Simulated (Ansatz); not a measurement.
# 4-layer 1T-SnSe2 (AA) in a perpendicular field, part 2 of 2

Wanted: the out-of-plane response of the 4-layer 1T-SnSe2 (AA). A positive field points along +c.

Ansatz 0.2.0; plane-wave DFT, PBE-D3(BJ), Ansatz PAW (set soft_1); PAW set soft_1.

So far. Step 2 (Relaxing the slab): The lattice constant a goes from 3.870 to 3.836 Å.

## 3. Single point, field 0

A sawtooth potential applies the field, turning back in the middle of the vacuum. With the dipole correction the typed value is the field outside the slab. The induced dipole is small, so the SCF threshold is tight.

The cell differs from the one that the last finished run ended in (c 66.442 → 39.206 Å).

File input.yaml:

```yaml
crystal:
  lattice:
    - [3.8364105267, 0.0, 0.0]
    - [-1.9182052633, 3.3224289755, 0.0]
    - [0.0, 0.0, 39.2057124422]
  atoms:
    - { symbol: Se, position: [0.6666666667, 0.3333333333, 0.2295583842] }
    - { symbol: Sn, position: [0.0, 0.0, 0.2702579739] }
    - { symbol: Se, position: [0.3333333333, 0.6666666667, 0.3109849514] }
    - { symbol: Se, position: [0.6666666667, 0.3333333333, 0.3825373526] }
    - { symbol: Sn, position: [0.0, 0.0, 0.4232238059] }
    - { symbol: Se, position: [0.3333333333, 0.6666666667, 0.4639058003] }
    - { symbol: Se, position: [0.6666666667, 0.3333333333, 0.5360941997] }
    - { symbol: Sn, position: [0.0, 0.0, 0.5767761941] }
    - { symbol: Se, position: [0.3333333333, 0.6666666667, 0.6174626474] }
    - { symbol: Se, position: [0.6666666667, 0.3333333333, 0.6890150486] }
    - { symbol: Sn, position: [0.0, 0.0, 0.7297420261] }
    - { symbol: Se, position: [0.3333333333, 0.6666666667, 0.7704416158] }
kpoints:
  mp_grid: { grid: [12, 12, 1] }
  band_path:
    path: [[0, 0, 0], [0.5, 0, 0], [0.33333333, 0.33333333, 0], [0, 0, 0]]
    npoints: 16
hamiltonian:
  xc: pbe
  dispersion: d3bj
  pseudopotentials: { kind: paw, azcp: { folder: soft_1 } }
scf:
  occupations: { method: fermi_dirac, width: 0.02585 }
  convergence: { dr2_threshold: 1.0e-10 }
efield:
  axis: 3
  dipole_correction: true
  ramp_position: 0.97
  ramp_width: 0.06
  amplitude: 0
output:
  dos: { projected: true, e_range: [-6, 5] }
  write_potential: true
  write_density: true
  volumetric_format: npy
  elf: true
```

The run is started by

```
> ansatz run input.yaml --threads 4 --pin off --max-ram 12288MiB --backend cpu --events-out ev --progress --plain --runs-dir out
```

Numbers of over 12 decimals in the logs are rounded to 6 here.

The log of the run:

```text
[...]
Crystal: 12 atoms, lattice volume = 499.724 Å³
Basis set: ecut = 420 eV, 9731 PW (Γ)
Bands: 111, of which v1, the nominal top of the filled ones, is band 92 counted from 1 (91 counted from 0)
Symmetry: 6 space group operations
k-points: 19 of 144 (time reversal used)
[...]
SCF iter   1: F=—  HF=-67858.795953 eV  |F-HF|=—  |Δ(HF+E_count)|=         —  Δρ=2.30e-2  dr2=3.96e0  ethr=2.14e-3  p=0.000 e·Å  D=2.28e-13 V/Å  ΔV_dip=-0.00 eV  dr2_dipole=2.38e-11  V_vac-E_F(+/−)=6.04/6.04 eV  ⟨swp⟩=2.5  Hψ=10570  notcnv=0
efield: sawtooth ramp at fractional position 0.9700 (set: `efield.ramp_position`, or a place that a band, a saddle search or an elastic batch's reference lends), width 0.0600; the density the first Hamiltonian is built on has a dipole p = 0.000 e·Å; the dipole correction subtracts the counter field D = 2.28e-13 V/Å, which shifts the + side's vacuum level by -0.00 eV against the − side's; the planar-averaged density in the ramp window peaks in size at 1.1e-5 e/Å³
[...]
SCF iter   2: F=—  HF=-67857.829077 eV  |F-HF|=—  |Δ(HF+E_count)|=   9.67e-1  Δρ=1.07e-2  dr2=5.03e-1  ethr=2.14e-3  p=-0.000 e·Å  D=-6.86e-7 V/Å  ΔV_dip=0.00 eV  dr2_dipole=2.50e-10  V_vac-E_F(+/−)=5.92/5.92 eV  ⟨swp⟩=3.2  Hψ=3206  notcnv=0
[...]
SCF iter  17: F=-67857.784066 eV  HF=-67857.784066 eV  |F-HF|=6.69e-10  |Δ(HF+E_count)|=  4.37e-11  Δρ=4.68e-8  dr2=8.56e-11  ethr=1.00e-12  p=0.000 e·Å  D=7.75e-8 V/Å  ΔV_dip=-0.00 eV  dr2_dipole=1.42e-12  V_vac-E_F(+/−)=5.56/5.56 eV  ⟨swp⟩=1.1  Hψ=4204  notcnv=0
SCF 1 converged in 17 iterations: F = -67857.784066 eV  dr2 = 8.56e-11
[...]
NSCF: frozen V_eff on 49 k-points
efield: sawtooth ramp at fractional position 0.9700 (kept from the solve that this one continues, or follows in the run), width 0.0600; the density the first Hamiltonian is built on has a dipole p = 0.000 e·Å; the dipole correction subtracts the counter field D = 7.75e-8 V/Å, which shifts the + side's vacuum level by -0.00 eV against the − side's; the planar-averaged density in the ramp window peaks in size at 1.1e-5 e/Å³
[...]
SCF converged after 17 iterations
Free energy (F): -67857.784066 eV
[...]
Internal energy: -67857.784065 eV  (E = F + TS)
E sigma→0 (E₀):  -67857.784065 eV
Entropy (-TS):   -0.000001 eV (-0.000 meV/atom)
Fermi energy:    2.969230 eV
Dipole field:    D = -0.000001 V/Å  (p = -0.000003 e·Å, saw-weighted, corrected)
Work function:   Φ+ = 5.5592 eV   Φ− = 5.5591 eV
Levels:          The Fermi level and band energies are counted from a zero that moves with the ramp; work functions are not
[...]
--- Band table (eV; the first three rows and the last of 19) ---
  k-point 0: bands = [... 88 lower, 2.4567, 2.4567, 2.4927, 2.4927, 3.6705, 4.1410, 4.6465, 5.0274, ... 15 higher]
  k-point 1: bands = [... 88 lower, 2.4310, 2.5247, 2.5586, 2.5701, 4.2455, 4.5114, 4.8090, 5.0062, ... 15 higher]
  k-point 2: bands = [... 88 lower, 2.4125, 2.5391, 2.6005, 2.6090, 4.4803, 4.6339, 4.8192, 4.9670, ... 15 higher]
  k-point 18: bands = [... 88 lower, 1.8805, 1.8805, 2.2384, 2.2384, 3.6790, 4.0328, 4.4885, 4.8479, ... 15 higher]
```

The job ended after 62 s (4 threads of Intel Xeon Platinum 8488C (Sapphire Rapids), shared host; peak memory 2.7 GiB).

This step gave:

```yaml
dipole_along_the_normal: -2.59e-6 e·Å
gap_along_the_path: 0.5540 eV
smallest_direct_gap_along_the_path: 0.8642 eV
ionisation_energy_upper_face: 5.844 eV
electron_affinity_upper_face: 5.290 eV
gap_the_smaller_of_path_and_mesh: 0.5540 eV
```

The electron's electrostatic potential energy less the Fermi level oscillates, so the rows of the table below give means over windows of 2 Å about each position, cut where the curve ends. Its maxima inside the range that stand out by 2 % of the span (Å: eV): 13.6: 1.20, 19.6: 1.26, 25.6: 1.20. Its minima: 10.6: -4.44, 16.6: -4.47, 22.7: -4.47, 28.6: -4.44.

Running mean over a fixed 2.8 Å (it still follows the layers) of the planar mean; the ramp of the sawtooth is left out. The electron's electrostatic potential energy less the Fermi level by z; means over each step:

z (Å), electron's electrostatic potential energy less the Fermi level (eV) and a bar from the least value:
```
        4       5.56 ##############################
        6       5.42 ##############################
        8       2.09 ###################
       10      -3.56 
       12      -1.86 ######
       14       0.61 ##############
       16      -3.61 
       18      -1.86 ######
       20       0.68 ##############
       22      -3.57 
       24      -1.92 ######
       26       0.64 ##############
       28      -3.56 
       30      -1.74 ######
       32       4.09 #########################
       34       5.55 ##############################
```

The density of states has structure finer than the step of the table below, so its rows give means over 0.25 eV, whole bins alone (the curve runs from -6 to 2.24 eV). Peaks (eV: height): -2.440: 12.1, -1.590: 16.4, -1.310: 14.3, -1.150: 15.6, -1.040: 17.2, -0.710: 26.3, -0.510: 11.6.

The density of states by energy, zero at the Fermi level of the run, which the smearing sets inside the gap; means over each step:

| energy (eV) | density of states (states/eV a cell) |
| --- | --- |
| -5.75 | 0.552 |
| -5.50 | 0 |
| -5.25 | 0.0253 |
| -5.00 | 1.85 |
| -4.75 | 4.25 |
| -4.50 | 6.49 |
| -4.25 | 6.26 |
| -4.00 | 5.23 |
| -3.75 | 6.19 |
| -3.50 | 7.54 |
| -3.25 | 8.83 |
| -3.00 | 9.19 |
| -2.75 | 10.4 |
| -2.50 | 9.18 |
| -2.25 | 7.19 |
| -2.00 | 7.04 |
| -1.75 | 8.76 |
| -1.50 | 10.9 |
| -1.25 | 11.0 |
| -1.00 | 13.2 |
| -0.75 | 16.6 |
| -0.50 | 7.74 |
| -0.25 | 1.24 |
| 0.00 | 0 |
| 0.25 | 0.242 |
| 0.50 | 1.63 |
| 0.75 | 3.53 |
| 1.00 | 6.12 |
| 1.25 | 6.48 |
| 1.50 | 7.01 |
| 1.75 | 5.40 |
| 2.00 | 1.80 |

Projected DOS per atom over height of the atomic layer and energy from the Fermi level. Layers: Se Sn Se Se Sn Se Se Sn Se Se Sn Se from below.

Ten even steps from '0' (0.00 states/eV) to '9' (2.02 states/eV), each cell a mean:
```
000000000000
222222222222
232222222232
221222222122
000000000000
000000000000
000000000000
505607706505
909807708909
706415514607
614515515416
312413314213
423424424324
434424424434
324424424423
223323323322
212212212212
222222222222
122222222221
000000000000
000000000000
000000000000
```
Columns: height of the atomic layer (Å) from 9 to 30.2 (not evenly spaced); rows upwards: energy from the Fermi level (eV) from -5.96 to 2.23.

Electronic bands along the path, in eV, zero at the Fermi level of the run, which the smearing sets inside the gap:

| point | band 89 | band 90 | band 91 | band 92 | band 93 | band 94 | band 95 | band 96 |
| --- | --- | --- | --- | --- | --- | --- | --- | --- |
| Γ | -0.51 | -0.51 | -0.48 | -0.48 | 0.70 | 1.17 | 1.68 | 2.06 |
| halfway | -0.66 | -0.51 | -0.49 | -0.41 | 0.97 | 1.23 | 1.52 | 1.71 |
| M | -1.10 | -0.92 | -0.73 | -0.60 | 0.28 | 0.33 | 0.51 | 0.81 |
| halfway | -1.19 | -1.08 | -0.85 | -0.73 | 0.98 | 1.09 | 1.17 | 1.22 |
| K | -1.09 | -1.09 | -0.73 | -0.73 | 0.71 | 1.06 | 1.52 | 1.88 |
| halfway | -1.12 | -0.71 | -0.49 | -0.48 | 1.62 | 1.64 | 1.68 | 1.70 |
| Γ | -0.51 | -0.51 | -0.48 | -0.48 | 0.70 | 1.17 | 1.68 | 2.06 |

Electrostatic potential energy in the ca plane at fractional y = 0.000, with atoms of Sn within 0.2 Å of it. With pseudopotentials it is smooth inside the atoms' cores, unlike the true potential.

Values in eV, 6 rows by 16 columns, each cell a mean:
```
  9   9   9   9   9   8   8   2 -15 -15   4   8   8   3 -15 -15
  9   9   9   9   9   8   7   4  -6  -5   4   7   7   4  -6  -5
  9   9   9   9   9   8   6   2   4   4   2   6   6   2   4   4
  9   9   9   9   9   8   6   3   3   3   3   6   6   2   3   3
  9   9   9   9   9   8   7   4 -13 -11   5   7   7   4 -12 -11
  9   9   9   9   9   8   8   2 -11 -12   3   8   8   2 -11 -12
```
Columns run along c (16.0 Å, from fractional 0.05 to 0.45 of the cell; values clipped at the 3rd and 97th percentile), rows up along a (3.8 Å). Atoms in or near the plane, at fractional coordinates: Sn at (0.27, 0.00), Sn at (0.42, 0.00).

ELF in the ca plane at fractional y = 0.000, with atoms of Sn within 0.2 Å of it. It is the smooth field of the valence electrons, not physical close to the nuclei.

Ten even steps from '0' (0.00) to '9' (0.73), each cell a mean:
```
00000000000000000001233000232100000013320013
00000000000000000112343222343210001134332233
00000000000000012456764333466652003566543335
00000000000000125799986323589984115898753346
00000000000000147999986312589995127999842137
00000000000000136899986323589995116999852247
00000000000000014678875333578873114788743346
00000000000000001234554333355431001345433334
00000000000000000001233101333100000123321023
00000000000000000000232000232100000012310003
```
Columns run along c (16.0 Å, from fractional 0.05 to 0.45 of the cell), rows up along a (3.8 Å). Atoms in or near the plane, at fractional coordinates: Sn at (0.27, 0.00), Sn at (0.42, 0.00).

Valence density in the ca plane at fractional y = 0.000, with atoms of Sn within 0.2 Å of it. It is the smooth field of the valence electrons, not physical close to the nuclei.

Ten steps, logarithmic in the rise over the least value, from '0' (0 e/Å³) to '9' (11 e/Å³), each cell a mean:
```
00000000000000000000125898631000000011379984
00000000000000000001123566421100000011246653
00000000000000000011222233222110001112223322
00000000000000000112222111222221001222221122
00000000000000000122322111223221111222211112
00000000000000000122222111222221111222221112
00000000000000000012222222222211001122222222
00000000000000000001122444321110000112234432
00000000000000000000124787521100000011368864
00000000000000000000126999631000000011379985
```
Columns run along c (16.0 Å, from fractional 0.05 to 0.45 of the cell), rows up along a (3.8 Å). Atoms in or near the plane, at fractional coordinates: Sn at (0.27, 0.00), Sn at (0.42, 0.00).

The gap is 0.55 eV, with the valence edge 5.84 eV and the conduction edge 5.29 eV under the upper vacuum level.

## 4. Atoms held, field 0.1 V/Å

Edit input.yaml of step 3 so:

```diff
@@ -35,5 +35,4 @@
   ramp_width: 0.06
-  amplitude: 0
+  amplitude: 0.1
 output:
-  dos: { projected: true, e_range: [-6, 5] }
   write_potential: true
@@ -41,2 +40 @@
   volumetric_format: npy
-  elf: true
```

The log of the run:

```text
[...]
Crystal: 12 atoms, lattice volume = 499.724 Å³
Basis set: ecut = 420 eV, 9731 PW (Γ)
Bands: 111, of which v1, the nominal top of the filled ones, is band 92 counted from 1 (91 counted from 0)
Symmetry: 6 space group operations
k-points: 19 of 144 (time reversal used)
[...]
k-point 0: bands = [... 88 lower, 2.4407, 2.4407, 2.5323, 2.5323, 3.6656, 4.1416, 4.6457, 5.0307, ... 15 higher]
  k-point 1: bands = [... 88 lower, 2.4251, 2.5095, 2.5623, 2.6052, 4.2363, 4.5133, 4.8075, 5.0137, ... 15 higher]
  k-point 2: bands = [... 88 lower, 2.4092, 2.5278, 2.6042, 2.6351, 4.4690, 4.6334, 4.8165, 4.9803, ... 15 higher]
  k-point 18: bands = [... 88 lower, 1.8752, 1.8827, 2.2371, 2.2505, 3.6737, 4.0329, 4.4870, 4.8534, ... 15 higher]
[key lines of the parts left out:]
SCF converged after 22 iterations
Free energy (F): -67857.791782 eV
Fermi energy:    2.962865 eV
Dipole field:    D = 0.055884 V/Å  (p = 0.154332 e·Å, saw-weighted, corrected)
```

Wall time 64 s (4 threads); peak memory 2.4 GiB; 4.2 min of CPU time.

The dipole is 0.154 e·Å, and the gap 0.526 eV.

## 5. Single point, field -0.1 V/Å

Edit input.yaml of step 4 so:

```diff
@@ -35,3 +35,3 @@
   ramp_width: 0.06
-  amplitude: 0.1
+  amplitude: -0.1
 output:
```

The log of the run:

```text
[...]
Crystal: 12 atoms, lattice volume = 499.724 Å³
Basis set: ecut = 420 eV, 9731 PW (Γ)
Bands: 111, of which v1, the nominal top of the filled ones, is band 92 counted from 1 (91 counted from 0)
Symmetry: 6 space group operations
k-points: 19 of 144 (time reversal used)
[...]
k-point 0: bands = [... 88 lower, 2.4407, 2.4407, 2.5323, 2.5323, 3.6656, 4.1416, 4.6457, 5.0307, ... 15 higher]
  k-point 1: bands = [... 88 lower, 2.4251, 2.5095, 2.5623, 2.6052, 4.2363, 4.5133, 4.8075, 5.0137, ... 15 higher]
  k-point 2: bands = [... 88 lower, 2.4092, 2.5278, 2.6042, 2.6351, 4.4690, 4.6334, 4.8165, 4.9803, ... 15 higher]
  k-point 18: bands = [... 88 lower, 1.8752, 1.8827, 2.2371, 2.2505, 3.6737, 4.0329, 4.4870, 4.8534, ... 15 higher]
[key lines of the parts left out:]
SCF converged after 22 iterations
Free energy (F): -67857.791782 eV
Fermi energy:    2.962865 eV
Dipole field:    D = -0.055884 V/Å  (p = -0.154333 e·Å, saw-weighted, corrected)
```

It took 67 s on 4 threads; peak memory 2.4 GiB.

The dipole is -0.154 e·Å, and the gap 0.526 eV.

## 6. Atoms held, field 0.2 V/Å

Edit input.yaml of step 5 so:

```diff
@@ -35,3 +35,3 @@
   ramp_width: 0.06
-  amplitude: -0.1
+  amplitude: 0.2
 output:
```

The log of the run:

```text
[...]
Crystal: 12 atoms, lattice volume = 499.724 Å³
Basis set: ecut = 420 eV, 9731 PW (Γ)
Bands: 111, of which v1, the nominal top of the filled ones, is band 92 counted from 1 (91 counted from 0)
Symmetry: 6 space group operations
k-points: 19 of 144 (time reversal used)
[...]
k-point 0: bands = [... 88 lower, 2.4453, 2.4453, 2.5931, 2.5931, 3.6512, 4.1433, 4.6437, 5.0404, ... 15 higher]
  k-point 1: bands = [... 88 lower, 2.4044, 2.5084, 2.5731, 2.6633, 4.2106, 4.5171, 4.8045, 5.0346, ... 15 higher]
  k-point 2: bands = [... 88 lower, 2.3961, 2.5207, 2.6149, 2.6861, 4.4385, 4.6292, 4.8134, 5.0142, ... 15 higher]
  k-point 18: bands = [... 88 lower, 1.8673, 1.8825, 2.2460, 2.2724, 3.6583, 4.0328, 4.4831, 4.8693, ... 15 higher]
[key lines of the parts left out:]
SCF converged after 16 iterations
Free energy (F): -67857.814934 eV
Fermi energy:    2.952903 eV
Dipole field:    D = 0.111787 V/Å  (p = 0.308717 e·Å, saw-weighted, corrected)
```

Run time: 63 s. Hardware: 4 threads; peak memory 2.4 GiB; 4.1 min of CPU time.

The dipole is 0.309 e·Å, and the gap 0.458 eV.

## 7. Single point, field 0.3 V/Å

Edit input.yaml of step 6 so:

```diff
@@ -35,3 +35,3 @@
   ramp_width: 0.06
-  amplitude: 0.2
+  amplitude: 0.3
 output:
```

The log of the run:

```text
[...]
Crystal: 12 atoms, lattice volume = 499.724 Å³
Basis set: ecut = 420 eV, 9731 PW (Γ)
Bands: 111, of which v1, the nominal top of the filled ones, is band 92 counted from 1 (91 counted from 0)
Symmetry: 6 space group operations
k-points: 19 of 144 (time reversal used)
[...]
k-point 0: bands = [... 88 lower, 2.4636, 2.4636, 2.6574, 2.6574, 3.6285, 4.1450, 4.6410, 5.0553, ... 15 higher]
  k-point 1: bands = [... 88 lower, 2.3776, 2.5218, 2.5904, 2.7257, 4.1727, 4.5192, 4.8030, 5.0653, ... 15 higher]
  k-point 2: bands = [... 88 lower, 2.3740, 2.5273, 2.6317, 2.7439, 4.3952, 4.6184, 4.8159, 5.0593, ... 15 higher]
  k-point 18: bands = [... 88 lower, 1.8582, 1.8810, 2.2635, 2.3022, 3.6340, 4.0317, 4.4781, 4.8937, ... 15 higher]
[key lines of the parts left out:]
SCF converged after 17 iterations
Free energy (F): -67857.853533 eV
Fermi energy:    2.947219 eV
Dipole field:    D = 0.167765 V/Å  (p = 0.463309 e·Å, saw-weighted, corrected)
```

It took 66 s on 4 threads; peak memory 2.4 GiB; 4.4 min of CPU time.

The dipole is 0.463 e·Å, and the gap 0.363 eV.

## 8. Response, atoms held

This step: plane-wave DFT, PBE-D3(BJ), Ansatz PAW (set soft_1); response to a field along the normal, atoms held; PAW set soft_1 (Ansatz 0.2.0).

The dipoles give the slope, and the difference of two potentials shows where the field is screened.

Numbers from this step:

```yaml
equivalent_conductor_thickness_p_eps_0ae: 21.91 Å
distance_between_the_outer_atoms: 21.21 Å
```

Dipole of the cell against applied field:

| applied field (V/Å) | dipole of the cell (e·Å) |
| --- | --- |
| -0.100 | -0.154 |
| 0.000 | -2.6e-6 |
| 0.100 | 0.154 |
| 0.200 | 0.309 |
| 0.300 | 0.463 |

Local field over the applied field, running mean. From the potentials at -0.1 and 0.1 V/Å; running mean over 2.8 Å. Local field over applied field against z:

| z (Å) | local field over applied field |
| --- | --- |
| 5 | 0.995 |
| 6 | 0.958 |
| 7 | 0.784 |
| 8 | 0.468 |
| 9 | 0.173 |
| 10 | 0.0525 |
| 11 | 0.0380 |
| 12 | 0.0715 |
| 13 | 0.121 |
| 14 | 0.129 |
| 15 | 0.0784 |
| 16 | 0.0378 |
| 17 | 0.0325 |
| 18 | 0.0694 |
| 19 | 0.126 |
| 20 | 0.134 |
| 21 | 0.0809 |
| 22 | 0.0384 |
| 23 | 0.0322 |
| 24 | 0.0677 |
| 25 | 0.121 |
| 26 | 0.129 |
| 27 | 0.0811 |
| 28 | 0.0436 |
| 29 | 0.0432 |
| 30 | 0.133 |
| 31 | 0.399 |
| 32 | 0.725 |
| 33 | 0.938 |
| 34 | 0.992 |

The induced electron density oscillates, so the rows of the table below give means over windows of 3.05 Å about each position, cut where the curve ends. Its maxima inside the range that stand out by 2 % of the span (Å: e/Å³ per V/Å): 8.0: 0.00352, 11.2: 8.9e-4, 14.2: 0.00101, 17.1: 7.4e-4, 20.2: 0.00107, 23.2: 7.6e-4, 26.1: 0.00104, 29.2: 9.0e-4. Its minima: 10.0: -9.0e-4, 13.1: -0.00104, 16.0: -7.6e-4, 19.0: -0.00107, 22.1: -7.4e-4, 25.0: -0.00101, 28.0: -8.9e-4, 31.2: -0.00352.

Electrons, planar mean, per unit field. Table of induced electron density by z; means over each step:

| z (Å) | induced electron density (e/Å³ per V/Å) |
| --- | --- |
| 5.59 | 2.4e-4 |
| 8.64 | 0.00147 |
| 11.69 | -2.5e-4 |
| 14.74 | 2.3e-4 |
| 17.79 | -2.7e-4 |
| 20.84 | 2.6e-4 |
| 23.89 | -2.7e-4 |
| 26.94 | 2.3e-4 |
| 29.99 | -0.00100 |
| 33.04 | -6.5e-4 |

The smaller of the gaps on the path and on the k-mesh, counted as 0 under 0.03 eV. The gap by applied field:

| applied field (V/Å) | gap (eV) |
| --- | --- |
| -0.100 | 0.526 |
| 0.000 | 0.554 |
| 0.100 | 0.526 |
| 0.200 | 0.458 |
| 0.300 | 0.363 |

By hand: between -0.1 and 0.1 V/Å the dipole changes by 0.3087 e·Å, a slope of 1.543 e·Å²/V. A perfect conductor of thickness t has p = ε₀AEt, so t = 180.95 × 1.543 / 12.746 = 21.91 Å (e/ε₀ = 180.95 V·Å, A in Å²).

The induced dipole is that of a conductor 21.91 Å thick.

## 9. Results

| Quantity | Value |
| --- | --- |
| gap without field | 0.554 eV |
| ionisation energy, upper face | 5.84 eV |
| electron affinity, upper face | 5.29 eV |
| equivalent conductor thickness, atoms held | 21.9 Å |

In words: The induced dipole equals that of a perfect conductor 21.91 Å thick, while the outer atoms lie 21.21 Å apart; an out-of-plane ε follows only once a thickness t is chosen, by 1 − 1/ε = 21.91 Å / t. The gap goes from 0.55 eV to 0.36 eV at 0.3 V/Å. Semilocal functionals give gaps that are too small, and excitons are not included. Atoms moved by up to 1.7 Å in the relaxation, so the end structure is to be read from its coordinates and not from the name. Spin-orbit coupling is left out, which matters for the bands of elements this heavy.

[Logs are printed without paths, hosts, clocks, repeated set-up lines and the standing remarks that a program may print on its own settings, such as how far it seeks lower states.]

[Hosts, paths, dates, database ids (printed as entryN), source tags and the programs' standing remarks are cut or masked in the printed files.]

[Maps of the electrostatic potential energy from Ansatz leave out the sawtooth potential of an applied field or a dipole correction, so their vacuum need not be flat; planar profiles and work functions include it.]

[The density of states shown here was stored with 400 of the rows of the run's finer table, so its peaks can read low, often by over a quarter, or be missed, and its means over a window can be off by a tenth or more.]
